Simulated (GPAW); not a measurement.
Consider ZnAg (Pm-3m).

```cif
data_structure
_symmetry_space_group_name_H-M 'P 1'
_symmetry_Int_Tables_number 1
_cell_length_a 3.1560
_cell_length_b 3.1560
_cell_length_c 3.1560
_cell_angle_alpha 90.000
_cell_angle_beta 90.000
_cell_angle_gamma 90.000
_cell_volume 31.43
loop_
_atom_site_label
_atom_site_type_symbol
_atom_site_fract_x
_atom_site_fract_y
_atom_site_fract_z
_atom_site_occupancy
Ag1 Ag 0.00000 0.00000 0.00000 1
Zn2 Zn 0.50000 0.50000 0.50000 1
```

Absorber: atom 2, with 8 Ag at 2.73 Å and 6 Zn at 3.16 Å (cube and octahedron, as in bcc, site symmetry m-3m). Method: GPAW, LDA, excited-electron core hole (neutral cell), 8-atom cell with 5.5 Å between holes, 6×6×6 k points, dipole transitions, Gaussian full width 1.67 eV up to 4 eV, rising linearly to 3.5 eV at 25 eV.

What does the Zn K edge look like?

Main maxima up to 30 eV above the zero (height): 5.4 eV (1.62), 12.6 eV (1.19) and 26.4 eV (1.06). A K edge sees empty p states on the absorber. The total-energy difference is 9671.92 eV. One term is added: -30.82 eV, since the hole is spin-paired here and a spin-polarised one costs that much less in the free atom (computed apart). The photon energy is then 9641.10 eV. The tabulated edge of the element is 9659 eV. The functional leaves an error in such absolute values: in the free atom LDA prices this hole 19.1 eV below PBE (computed apart), and PBE is itself good to a few eV.

The Zn K spectrum (energy from the lowest empty level; intensity scaled to a mean of 1 over the first 20 eV):

```csv
E (eV),intensity
-2.0,0.00
-1.4,0.01
-0.8,0.07
-0.2,0.20
0.4,0.37
1.0,0.50
1.6,0.61
2.2,0.72
2.8,0.83
3.4,0.98
4.0,1.20
4.6,1.45
5.2,1.60
5.8,1.60
6.4,1.49
7.0,1.37
7.6,1.27
8.2,1.20
8.8,1.14
9.4,1.07
10.0,1.00
10.6,0.98
11.2,1.03
11.8,1.12
12.4,1.19
13.0,1.19
13.6,1.13
14.2,1.03
14.8,0.93
15.4,0.85
16.0,0.81
16.6,0.79
17.2,0.75
17.8,0.70
18.4,0.68
19.0,0.70
19.6,0.73
20.2,0.77
20.8,0.79
21.4,0.81
22.0,0.81
22.6,0.82
23.2,0.84
23.8,0.88
24.4,0.93
25.0,0.99
25.6,1.04
26.2,1.06
26.8,1.06
27.4,1.05
28.0,1.04
28.6,1.04
29.2,1.04
29.8,1.02
30.4,0.99
31.0,0.95
31.6,0.91
```

The script folds with a Gaussian, whereas the core hole's own line is a Lorentzian, so the onset is too steep and the first peak too high. The holes are only 5.5 Å apart, so the shape is probably not converged with cell size; no larger cell was run here. The structure is a published determination, not relaxed.

[Banner, clock and machine lines of the logs are left out without a mark of their own.]

[Logs are printed without paths, hosts, clocks, repeated set-up lines and the standing remarks that a program may print on its own settings, such as how far it seeks lower states.]

[Hosts, paths, dates, database ids (printed as entryN), source tags and the programs' standing remarks are cut or masked in the printed files.]

[Lists of maxima count a maximum above −3 eV only where it reaches 4 % of the highest in the window and stands out from its surroundings by 2 % of it (1.5 % where it reaches 55 %); shoulders and weaker maxima are passed over, and of the rest the first, up to two pre-edge ones and the few strongest are named.]
